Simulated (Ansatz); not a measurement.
# Charge trapping in a frame of liquid aqueous KCl from 333 K (171 atoms), part 2 of 4

Aim: add and remove one electron in a frame of liquid aqueous KCl from 333 K (171 atoms), with atoms held and relaxed, and read trapping energy and localisation.

Ansatz 0.2.0; Kohn-Sham DFT, PBEsol, PAW (set soft_2), plane waves.

The cell: 53 O, 106 H, 6 K and 6 Cl. The network of contacts between molecules at the start is that of the classical potential that made the cell. The Brillouin zone is sampled at Γ only, in a cell whose shortest periodic width is 12 Å. The liquid is relaxed first.

So far. Step 2 (Single point at the start): The r.m.s. force at the start is 0.47 eV/Å.

## 3. Relaxation

The atoms are relaxed in the fixed cell, aiming at the force tolerance of the input.

input.yaml

```yaml
crystal:
  lattice:
    - [12.48006, 0.0, 0.0]
    - [0.0, 12.48006, 0.0]
    - [0.0, 0.0, 12.48006]
  atoms:
    [... the 171 atom lines of step 2 ...]
kpoints:
  mp_grid: { grid: [1, 1, 1] }
hamiltonian:
  xc: pbesol
scf:
  occupations: { method: fermi_dirac, width: 0.05 }
output:
  forces: true
relax:
  f_tol: 0.06
  max_steps: 150
```

Command:

```sh
$ ansatz run input.yaml --threads 4 --pin off --max-ram 8192MiB --backend cpu --events-out ev --progress --plain --runs-dir out
```

Numbers of over 12 decimals in the logs are rounded to 6 here.

Log:

```text
[...]
Crystal: 171 atoms, lattice volume = 1943.793 Å³
Basis set: ecut = 420 eV, 37993 PW (Γ), exchange–correlation on 180×180×180 points (8 copies of the dense FFT grid, shifted against one another)
Bands: 431, of which v1, the nominal top of the filled ones, is band 260 counted from 1 (259 counted from 0)
Symmetry: 1 space group operations
[...]
k-points: 1
[...]
SCF iter   1: F=—  HF=-46889.497722 eV  |F-HF|=—  |Δ(HF+E_count)|=         —  Δρ=5.68e-3  dr2=5.03e-1  ethr=1.77e-3  ⟨swp⟩=6.0  Hψ=2006  notcnv=0  defer=105
[...]
SCF iter   5: F=—  HF=-46889.324349 eV  |F-HF|=—  |Δ(HF+E_count)|=   3.19e-4  Δρ=1.25e-4  dr2=2.57e-4  ethr=2.27e-7  ⟨swp⟩=2.0  Hψ=649  notcnv=0  defer=165
SCF iter   6: F=-46889.324427 eV  HF=-46889.324434 eV  |F-HF|=6.81e-6  |Δ(HF+E_count)|=   8.47e-5  Δρ=5.31e-5  dr2=4.89e-5  ethr=1.73e-8  ⟨swp⟩=3.0  Hψ=1261  notcnv=0
SCF 1 converged in 6 iterations: F = -46889.324427 eV  dr2 = 4.89e-5
[...]
relax step   1: F+E_penalty+E_count = -46889.32442711 eV  Δ(F+E_penalty+E_count) = +0.000e0 eV  max|allowed force component| = 1.320e0 eV/Å  Δτ_max = 0.0000 Å  (6 SCF iters, dr2 threshold 9.00e-5 eV, accepted)
[...]
relax step   2: F+E_penalty+E_count = -46893.64602129 eV  Δ(F+E_penalty+E_count) = -4.322e0 eV  max|allowed force component| = 1.852e0 eV/Å  Δτ_max = 0.1948 Å  (7 SCF iters, dr2 threshold 1.00e-4 eV, accepted)
[...]
relax step   3: F+E_penalty+E_count = -46895.29611238 eV  Δ(F+E_penalty+E_count) = -1.650e0 eV  max|allowed force component| = 1.795e0 eV/Å  Δτ_max = 0.1965 Å  (7 SCF iters, dr2 threshold 1.00e-4 eV, accepted)
relax step   4: F+E_penalty+E_count = -46896.18115569 eV  Δ(F+E_penalty+E_count) = -8.850e-1 eV  max|allowed force component| = 1.406e0 eV/Å  Δτ_max = 0.1954 Å  (7 SCF iters, dr2 threshold 1.00e-4 eV, accepted)
relax step   5: F+E_penalty+E_count = -46896.93896536 eV  Δ(F+E_penalty+E_count) = -7.578e-1 eV  max|allowed force component| = 1.143e0 eV/Å  Δτ_max = 0.1944 Å  (7 SCF iters, dr2 threshold 1.00e-4 eV, accepted)
relax step   6: F+E_penalty+E_count = -46897.40338311 eV  Δ(F+E_penalty+E_count) = -4.644e-1 eV  max|allowed force component| = 7.521e-1 eV/Å  Δτ_max = 0.1951 Å  (7 SCF iters, dr2 threshold 1.00e-4 eV, accepted)
relax step   7: F+E_penalty+E_count = -46897.74372144 eV  Δ(F+E_penalty+E_count) = -3.403e-1 eV  max|allowed force component| = 6.593e-1 eV/Å  Δτ_max = 0.2000 Å  (7 SCF iters, dr2 threshold 1.00e-4 eV, accepted)
relax step   8: F+E_penalty+E_count = -46898.07753418 eV  Δ(F+E_penalty+E_count) = -3.338e-1 eV  max|allowed force component| = 5.432e-1 eV/Å  Δτ_max = 0.1948 Å  (7 SCF iters, dr2 threshold 1.00e-4 eV, accepted)
relax step   9: F+E_penalty+E_count = -46898.32275834 eV  Δ(F+E_penalty+E_count) = -2.452e-1 eV  max|allowed force component| = 4.219e-1 eV/Å  Δτ_max = 0.1948 Å  (7 SCF iters, dr2 threshold 1.00e-4 eV, accepted)
relax step  10: F+E_penalty+E_count = -46898.49515614 eV  Δ(F+E_penalty+E_count) = -1.724e-1 eV  max|allowed force component| = 2.794e-1 eV/Å  Δτ_max = 0.1953 Å  (6 SCF iters, dr2 threshold 1.00e-4 eV, accepted)
relax step  11: F+E_penalty+E_count = -46898.64240911 eV  Δ(F+E_penalty+E_count) = -1.473e-1 eV  max|allowed force component| = 2.166e-1 eV/Å  Δτ_max = 0.1944 Å  (6 SCF iters, dr2 threshold 3.43e-5 eV, accepted)
relax step  12: F+E_penalty+E_count = -46898.79792346 eV  Δ(F+E_penalty+E_count) = -1.555e-1 eV  max|allowed force component| = 1.569e-1 eV/Å  Δτ_max = 0.1921 Å  (7 SCF iters, dr2 threshold 2.06e-5 eV, accepted)
relax step  13: F+E_penalty+E_count = -46898.93438460 eV  Δ(F+E_penalty+E_count) = -1.365e-1 eV  max|allowed force component| = 3.143e-1 eV/Å  Δτ_max = 0.1967 Å  (7 SCF iters, dr2 threshold 1.29e-5 eV, accepted)
relax step  14: F+E_penalty+E_count = -46899.06228355 eV  Δ(F+E_penalty+E_count) = -1.279e-1 eV  max|allowed force component| = 2.384e-1 eV/Å  Δτ_max = 0.1960 Å  (7 SCF iters, dr2 threshold 5.19e-5 eV, accepted)
relax step  15: F+E_penalty+E_count = -46899.16331332 eV  Δ(F+E_penalty+E_count) = -1.010e-1 eV  max|allowed force component| = 2.867e-1 eV/Å  Δτ_max = 0.1948 Å  (6 SCF iters, dr2 threshold 3.27e-5 eV, accepted)
relax step  16: F+E_penalty+E_count = -46899.24287274 eV  Δ(F+E_penalty+E_count) = -7.956e-2 eV  max|allowed force component| = 1.457e-1 eV/Å  Δτ_max = 0.1944 Å  (6 SCF iters, dr2 threshold 4.73e-5 eV, accepted)
relax step  17: F+E_penalty+E_count = -46899.31292122 eV  Δ(F+E_penalty+E_count) = -7.005e-2 eV  max|allowed force component| = 3.722e-1 eV/Å  Δτ_max = 0.1950 Å  (7 SCF iters, dr2 threshold 5.48e-6 eV, accepted)
relax step  18: F+E_penalty+E_count = -46899.38826125 eV  Δ(F+E_penalty+E_count) = -7.534e-2 eV  max|allowed force component| = 2.230e-1 eV/Å  Δτ_max = 0.1950 Å  (7 SCF iters, dr2 threshold 3.58e-5 eV, accepted)
relax step  19: F+E_penalty+E_count = -46899.46615139 eV  Δ(F+E_penalty+E_count) = -7.789e-2 eV  max|allowed force component| = 2.042e-1 eV/Å  Δτ_max = 0.1908 Å  (7 SCF iters, dr2 threshold 1.79e-5 eV, accepted)
relax step  20: F+E_penalty+E_count = -46899.55273967 eV  Δ(F+E_penalty+E_count) = -8.659e-2 eV  max|allowed force component| = 1.812e-1 eV/Å  Δτ_max = 0.1977 Å  (7 SCF iters, dr2 threshold 1.50e-5 eV, accepted)
relax step  21: F+E_penalty+E_count = -46899.63951474 eV  Δ(F+E_penalty+E_count) = -8.678e-2 eV  max|allowed force component| = 2.183e-1 eV/Å  Δτ_max = 0.1912 Å  (6 SCF iters, dr2 threshold 2.59e-5 eV, accepted)
relax step  22: F+E_penalty+E_count = -46899.72734780 eV  Δ(F+E_penalty+E_count) = -8.783e-2 eV  max|allowed force component| = 1.832e-1 eV/Å  Δτ_max = 0.1910 Å  (6 SCF iters, dr2 threshold 3.75e-5 eV, accepted)
relax step  23: F+E_penalty+E_count = -46899.81629656 eV  Δ(F+E_penalty+E_count) = -8.895e-2 eV  max|allowed force component| = 1.232e-1 eV/Å  Δτ_max = 0.1948 Å  (6 SCF iters, dr2 threshold 2.36e-5 eV, accepted)
relax step  24: F+E_penalty+E_count = -46899.88276245 eV  Δ(F+E_penalty+E_count) = -6.647e-2 eV  max|allowed force component| = 2.869e-1 eV/Å  Δτ_max = 0.1905 Å  (7 SCF iters, dr2 threshold 6.86e-6 eV, accepted)
[...]
relax step  29: F+E_penalty+E_count = -46900.02073225 eV  Δ(F+E_penalty+E_count) = -5.690e-3 eV  max|allowed force component| = 1.478e-1 eV/Å  Δτ_max = 0.0539 Å  (8 SCF iters, accepted)
relax step  30: F+E_penalty+E_count = -46900.02726800 eV  Δ(F+E_penalty+E_count) = -6.536e-3 eV  max|allowed force component| = 6.528e-2 eV/Å  Δτ_max = 0.0656 Å  (8 SCF iters, accepted)
relax step  31: F+E_penalty+E_count = -46900.03547832 eV  Δ(F+E_penalty+E_count) = -8.210e-3 eV  max|allowed force component| = 5.439e-2 eV/Å  Δτ_max = 0.0739 Å  (8 SCF iters, accepted)
relax step  32: F+E_penalty+E_count = -46900.04104755 eV  Δ(F+E_penalty+E_count) = -5.569e-3 eV  max|allowed force component| = 2.129e-1 eV/Å  Δτ_max = 0.1176 Å  (8 SCF iters, accepted)
[...]
relax step  44: F+E_penalty+E_count = -46900.36626237 eV  Δ(F+E_penalty+E_count) = +3.053e-3 eV  max|allowed force component| = 1.052e-1 eV/Å  Δτ_max = 0.2000 Å  (7 SCF iters, dr2 threshold 4.87e-6 eV, rejected (line search))
relax step  45: F+E_penalty+E_count = -46900.37750853 eV  Δ(F+E_penalty+E_count) = -8.193e-3 eV  max|allowed force component| = 3.620e-2 eV/Å  Δτ_max = 0.0983 Å  (8 SCF iters, accepted)
relax step  46: F+E_penalty+E_count = -46900.38211403 eV  Δ(F+E_penalty+E_count) = -4.606e-3 eV  max|allowed force component| = 7.648e-2 eV/Å  Δτ_max = 0.0960 Å  (8 SCF iters, accepted)
relax step  47: F+E_penalty+E_count = -46900.38706404 eV  Δ(F+E_penalty+E_count) = -4.950e-3 eV  max|allowed force component| = 8.686e-2 eV/Å  Δτ_max = 0.1465 Å  (8 SCF iters, accepted)
relax step  48: F+E_penalty+E_count = -46900.39258549 eV  Δ(F+E_penalty+E_count) = -5.521e-3 eV  max|allowed force component| = 1.556e-1 eV/Å  Δτ_max = 0.1304 Å  (7 SCF iters, dr2 threshold 7.55e-6 eV, accepted)
relax step  49: F+E_penalty+E_count = -46900.40547669 eV  Δ(F+E_penalty+E_count) = -1.289e-2 eV  max|allowed force component| = 2.737e-1 eV/Å  Δτ_max = 0.1950 Å  (6 SCF iters, dr2 threshold 2.42e-5 eV, accepted)
relax step  50: F+E_penalty+E_count = -46900.43339362 eV  Δ(F+E_penalty+E_count) = -2.792e-2 eV  max|allowed force component| = 3.704e-1 eV/Å  Δτ_max = 0.1925 Å  (6 SCF iters, dr2 threshold 7.49e-5 eV, accepted)
relax step  51: F+E_penalty+E_count = -46900.46994668 eV  Δ(F+E_penalty+E_count) = -3.655e-2 eV  max|allowed force component| = 3.052e-1 eV/Å  Δτ_max = 0.1910 Å  (5 SCF iters, dr2 threshold 1.00e-4 eV, accepted)
relax step  52: F+E_penalty+E_count = -46900.48741064 eV  Δ(F+E_penalty+E_count) = -1.746e-2 eV  max|allowed force component| = 2.442e-1 eV/Å  Δτ_max = 0.1946 Å  (7 SCF iters, dr2 threshold 6.33e-5 eV, accepted)
relax step  53: F+E_penalty+E_count = -46900.50151565 eV  Δ(F+E_penalty+E_count) = -1.411e-2 eV  max|allowed force component| = 1.312e-1 eV/Å  Δτ_max = 0.0840 Å  (5 SCF iters, dr2 threshold 3.82e-5 eV, accepted)
relax step  54: F+E_penalty+E_count = -46900.50634955 eV  Δ(F+E_penalty+E_count) = -4.834e-3 eV  max|allowed force component| = 1.114e-1 eV/Å  Δτ_max = 0.0136 Å  (5 SCF iters, dr2 threshold 4.97e-6 eV, accepted)
relax step  55: F+E_penalty+E_count = -46900.52373418 eV  Δ(F+E_penalty+E_count) = -1.738e-2 eV  max|allowed force component| = 1.072e-1 eV/Å  Δτ_max = 0.1109 Å  (8 SCF iters, accepted)
relax step  56: F+E_penalty+E_count = -46900.52693463 eV  Δ(F+E_penalty+E_count) = -3.200e-3 eV  max|allowed force component| = 7.247e-2 eV/Å  Δτ_max = 0.0544 Å  (5 SCF iters, dr2 threshold 8.30e-6 eV, accepted)
relax step  57: F+E_penalty+E_count = -46900.52210304 eV  Δ(F+E_penalty+E_count) = +4.832e-3 eV  max|allowed force component| = 7.491e-2 eV/Å  Δτ_max = 0.0904 Å  (8 SCF iters, rejected (line search))
[...]
relax step  58: F+E_penalty+E_count = -46900.53019735 eV  Δ(F+E_penalty+E_count) = -3.263e-3 eV  max|allowed force component| = 1.384e-2 eV/Å  Δτ_max = 0.0427 Å  (8 SCF iters, accepted)
SCF converged after 8 iterations
Free energy (F): -46900.530197 eV
[...]
Internal energy: -46900.530197 eV  (E = F + TS)
E sigma→0 (E₀):  -46900.530197 eV
Fermi energy:    0.588935 eV
[...]
Σ components = -46900.530197   (vs F -46900.530197, Δ=0.00e0)
--- Forces (eV/Å), atoms counted from 1 ---
  atom   1  O      0.00063568    -0.00051771     0.00529116
  atom   2  H     -0.00190924     0.00290419    -0.00363212
  atom   3  H     -0.00129094     0.00184653    -0.00115318
  atom   4  O     -0.00137111    -0.00646039    -0.00417556
[...]
atom 171  Cl    -0.00621154    -0.00095924     0.00029186
  max |Σ_I F_I| component: 7.31e-5 eV/Å
--- Relaxed structure (58 steps of the walk, 56 accepted, 0 SCFs on fresh bases) ---
  F+E_penalty+E_count = -46900.53019735 eV   max|allowed force component| = 1.384e-2 eV/Å
  atoms:
    - { symbol: O, position: [0.932554, 0.266467, 0.825253] }
    - { symbol: H, position: [0.974407, 0.225950, 0.879240] }
    - { symbol: H, position: [0.868328, 0.219930, 0.812106] }
    - { symbol: O, position: [0.337380, 0.495241, 0.552913] }
[...]
- { symbol: Cl, position: [0.922243, 0.746816, 0.296041] }
```

It took 9.5 min on 4 threads of Intel Xeon Platinum 8375C at 2.90GHz (Ice Lake), shared host; peak memory 2.6 GiB.

The relaxation converged after 58 steps, 11.2 eV below its start, with a largest force component of 0.014 eV/Å.

## 4. Single point at the relaxed geometry

The electronic structure is read at the final geometry, in a run of its own.

input.yaml

```yaml
crystal:
  lattice:
    - [12.48006, 0.0, 0.0]
    - [0.0, 12.48006, 0.0]
    - [0.0, 0.0, 12.48006]
  atoms:
    - { symbol: O, position: [0.93255, 0.26647, 0.82525] }
    - { symbol: H, position: [0.97441, 0.22595, 0.87924] }
    - { symbol: H, position: [0.86833, 0.21993, 0.81211] }
    - { symbol: O, position: [0.33738, 0.49524, 0.55291] }
    - { symbol: H, position: [0.26708, 0.52364, 0.52687] }
    - { symbol: H, position: [0.34886, 0.42396, 0.51635] }
    [... 159 atom lines left out ...]
    - { symbol: Cl, position: [0.06075, 0.14391, 0.00696] }
    - { symbol: Cl, position: [0.17541, 0.20368, 0.32699] }
    - { symbol: Cl, position: [0.35995, 0.75891, 0.8403] }
    - { symbol: Cl, position: [0.76452, 0.11355, 0.74981] }
    - { symbol: Cl, position: [0.44002, 0.84283, 0.42974] }
    - { symbol: Cl, position: [0.92224, 0.74682, 0.29604] }
kpoints:
  mp_grid: { grid: [1, 1, 1] }
hamiltonian:
  xc: pbesol
scf:
  occupations: { method: fermi_dirac, width: 0.05 }
output:
  forces: true
  stress: true
  populations: true
  dos:
    method: { smearing: { sigma: 0.15 } }
    de: 0.1
    projected: { site_lists: { Cl: [Cl], H: [H], K: [K], O: [O] } }
  eigenvalues: true
  write_density: true
  write_potential: true
  volumetric_format: npy
```

Log:

```text
[...]
Crystal: 171 atoms, lattice volume = 1943.793 Å³
Basis set: ecut = 420 eV, 37993 PW (Γ), exchange–correlation on 180×180×180 points (8 copies of the dense FFT grid, shifted against one another)
Bands: 431, of which v1, the nominal top of the filled ones, is band 260 counted from 1 (259 counted from 0)
Symmetry: 1 space group operations
[...]
k-points: 1
[...]
SCF iter   1: F=—  HF=-46900.720317 eV  |F-HF|=—  |Δ(HF+E_count)|=         —  Δρ=5.67e-3  dr2=5.06e-1  ethr=1.77e-3  ⟨swp⟩=6.0  Hψ=2002  notcnv=0  defer=112
[...]
SCF iter   9: F=-46900.530188 eV  HF=-46900.530188 eV  |F-HF|=4.43e-8  |Δ(HF+E_count)|=   1.54e-7  Δρ=1.49e-6  dr2=4.93e-8  ethr=1.92e-11  ⟨swp⟩=21.0  Hψ=4024  notcnv=0
SCF 1 converged in 9 iterations: F = -46900.530188 eV  dr2 = 4.93e-8
[...]
WARN: The input density's exchange-correlation potential varies sharply where the density is thin. Do not read a vacuum level from v_tot or v_xc, or from such a field of the output density. On a cell that repeats whose density bears no net charge and no dipole along the vacuum's axis use v_es (v_loc + v_h of the components); [...]
SCF converged after 9 iterations
Free energy (F): -46900.530188 eV
[...]
Internal energy: -46900.530188 eV  (E = F + TS)
E sigma→0 (E₀):  -46900.530188 eV
Fermi energy:    0.589011 eV
[...]
--- Forces (eV/Å), atoms counted from 1 ---
  atom   1  O      0.00429534    -0.00153731     0.00850473
  atom   2  H     -0.00371521     0.00485391    -0.00592807
  atom   3  H     -0.00301499     0.00091826    -0.00171962
  atom   4  O     -0.00182912    -0.00452797    -0.00306700
  atom   5  H     -0.00420357     0.00193500    -0.00058420
  atom   6  H      0.00220043     0.00010875     0.00169187
  atom   7  O     -0.00247639    -0.00224356    -0.00305772
  atom   8  H     -0.00076910     0.00180174     0.00028076
  atom   9  H      0.00251490     0.00436402     0.00530042
  atom  10  O      0.00005068     0.00166041    -0.00214209
  atom  11  H     -0.00050361    -0.00133534     0.00095795
  atom  12  H     -0.00281432     0.00172543     0.00009657
  atom  13  O     -0.00355437    -0.00027043     0.00466478
  atom  14  H      0.00194939    -0.00219843     0.00046931
[...]
atom 170  Cl     0.00219385    -0.00311536     0.00529430
  atom 171  Cl    -0.00603883    -0.00092940     0.00036899
  max |Σ_I F_I| component: 3.03e-5 eV/Å
--- Stress (GPa, compression-positive) ---
       -0.192582       0.064885      -0.102146
        0.064885      -0.368929      -0.188658
       -0.102146      -0.188658      -0.485135
  P = ⅓ Tr σ = -0.3489 GPa (-3.489 kbar)
--- Band table (eV) ---
[...]
--- Löwdin populations: 171 sites ---
  site symbol       q [e]
     0      O      6.6812
     1      H      0.6257
     2      H      0.6337
[...]
170     Cl      7.5624
  spilling = 0.009036 (of n_electrons = 520.000000)
```

Elapsed: 22 s, on 4 threads; peak memory 2.7 GiB.

The program notes that the exchange-correlation potential is rough where the density is thin.

The run gave:

- free energy: -46900.5302 eV
- free energy per atom: -274.2721 eV/atom
- SCF cycles: 9
- pressure: -0.3489 GPa
- r.m.s. force component: 0.00364 eV/Å
- longest force: 0.01813 eV/Å
- Fermi energy: 0.589 eV
- gap (highest filled to lowest empty level): 4.754 eV
- spilling of the projection: 0.009036

Löwdin charges by element and coordination (they lack the spilled electrons, 0.027 e an atom on average):

```csv
element,coordination,atoms,mean charge (e),spread,least,most
Cl,all,6,-0.532,0.0206,-0.562,-0.493
Cl,0,3,-0.519,0.018,-0.532,-0.493
Cl,1,2,-0.538,0.0042,-0.542,-0.534
Cl,2,1,-0.562,0,-0.562,-0.562
H,all,106,0.376,0.008,0.354,0.396
K,all,6,0.844,0.0105,0.830,0.856
K,4,1,0.856,0,0.856,0.856
K,5,1,0.854,0,0.854,0.854
K,6,4,0.838,0.0086,0.830,0.852
O,all,53,-0.698,0.0286,-0.781,-0.660
O,2,29,-0.679,0.0137,-0.717,-0.660
O,3,19,-0.709,0.0123,-0.729,-0.682
O,4,5,-0.763,0.015,-0.781,-0.737
```

States in the cell by windows of 1 eV, zero at the Fermi level; the larger projections on atomic orbitals stand beside the total:

```csv
from (eV),to (eV),total,O p,H s,Cl p,K p
-18,-16,0.0,0.0,0.0,0.0,0.0
-16,-15,2.0,0.0,0.1,0.0,0.0
-15,-14,10.0,0.1,0.5,0.0,0.0
-14,-13,21.2,0.2,0.0,0.0,21.0
-13,-12,14.8,0.1,0.0,0.0,14.6
-12,-10,0.0,0.0,0.0,0.0,0.0
-10,-9,29.8,20.4,8.7,0.2,0.0
-9,-8,72.4,50.0,20.7,0.4,0.1
-8,-7,4.4,3.1,1.2,0.0,0.0
-7,-6,28.9,21.5,3.4,0.5,0.0
-6,-5,43.3,34.2,3.2,0.8,0.1
-5,-4,33.2,28.0,1.3,0.7,0.0
-4,-3,89.4,75.9,0.5,11.5,0.1
-3,-2,52.5,32.1,0.3,19.5,0.1
-2,2,0.0,0.0,0.0,0.0,0.0
2,3,2.0,0.0,0.8,0.0,0.0
3,4,9.7,0.6,4.2,0.1,0.0
4,5,21.2,1.3,8.2,0.2,0.0
```

Between -26 and -18 eV lie 106 more states.

The levels nearest the highest filled one (over half full), pooled over k-points and spins:

```csv
level less the highest filled one (eV),occupation
-0.300,2
-0.260,2
-0.194,2
-0.128,2
-0.111,2
0,2
4.75,0
6.01,0
6.06,0
6.09,0
6.15,0
6.31,0
```

Valence density in the bc plane at fractional x = 0.186, with atoms of H and O and K and Cl within 0.2 Å of it. It is the smooth field of the valence electrons, not physical close to the nuclei.

Ten steps, logarithmic in the rise over the least value, from '0' (0.0 e/Å³) to '9' (5.2 e/Å³), each cell a mean:
```
00111110000011221100111000000000000
12332100000024665310000000000000001
46764100000147898631000000001111113
79985200000147998631000000123443236
78975200000025776420000000246765346
34543210000001222100000000146765322
11346531000000111100000000013443211
11368763100000122210000000001123321
32479974200000122210000000000134554
43357763100000011111100000000136775
21123321000000001123432100000124654
10000000000000001246764311111012221
00000001000000001247876534554210000
00001233321000000235554457997410000
00013566643100011222211247997410000
00124676764211234432100125776310000
01124676764212455653100012454210000
23433566643112345664210001233321111
67753233221111123454333322346654335
99752100001111111124687664356655457
89742000001234310024899864234432246
56531000001256521013788632111110113
12211110001244421002454310000000000
00111111000123210001121100000000000
```
Columns run along b (12.5 Å), rows up along c (12.5 Å). Atoms in or near the plane, at fractional coordinates: H at (0.07, 0.23), O at (0.06, 0.83), H at (0.98, 0.82), H at (0.78, 0.33), H at (0.12, 0.72), H at (0.38, 0.10), H at (0.69, 0.16), K at (0.43, 0.86), Cl at (0.20, 0.33).

Electrostatic potential energy in the bc plane at fractional x = 0.186, with atoms of H and O and K and Cl within 0.2 Å of it. With pseudopotentials it is smooth inside the atoms' cores, unlike the true potential.

Values in eV, 13 rows by 16 columns, each cell a mean:
```
  4   2   4   5   5   3  -3  -3   2   5   5   5   5   4   4   4
-14 -18   3   4   4  -3 -33 -33  -3   4   5   5   4   3   4  -1
-21 -16   3   4   4   0 -14 -14   1   4   5   4  -5 -18   0 -12
  3  -7 -11   4   4   4   4   4   4   5   5   5   3  -1   1   3
  2 -10 -30   2   5   5   5   5   4   4   5   5   5   4   1   0
  2   2  -1   5   5   5   5   4   3   4   4   5   5   5   0  -3
  4   4   4   5   5   5   4   4  -1 -16  -9   2   3   5   5   5
  4   4   2  -3   3   4   4   4   1   0  -3 -12 -33   1   5   5
  4   4 -19 -38 -10   4   1   2   3   4   4   0 -27   0   4   4
 -1 -10  -4 -15   0   3  -1  -2 -13   1   4   3   1   2   2   4
-33 -11   3   5   4   3   3   3   0  -9 -16 -13   0  -6  -7  -6
-17  -7   4   5   4  -4 -13   3   3 -21 -21  -3   4   4   3   1
  3   3   5   5   5   3   2   4   4  -1   2   4   4   4   4   4
```
Columns run along b (12.5 Å; values clipped at the 3rd and 97th percentile), rows up along c (12.5 Å). Atoms in or near the plane, at fractional coordinates: H at (0.07, 0.23), O at (0.06, 0.83), H at (0.98, 0.82), H at (0.78, 0.33), H at (0.12, 0.72), H at (0.38, 0.10), H at (0.69, 0.16), K at (0.43, 0.86), Cl at (0.20, 0.33).

The highest filled and lowest empty levels differ by 4.75 eV (at Γ alone); a semilocal functional tends to put such gaps too low. In a disordered cell it changes from sample to sample and from frame to frame. Mean Löwdin charges: Cl -0.53, H +0.38, K +0.84, O -0.70 e (they miss 0.90 % of the electrons, so they add up to more than the cell's charge).

(Part 2 of 4 ends here.)

[Logs are printed without paths, hosts, clocks, repeated set-up lines and the standing remarks that a program may print on its own settings, such as how far it seeks lower states.]

[Hosts, paths, dates, database ids (printed as entryN), source tags and the programs' standing remarks are cut or masked in the printed files.]
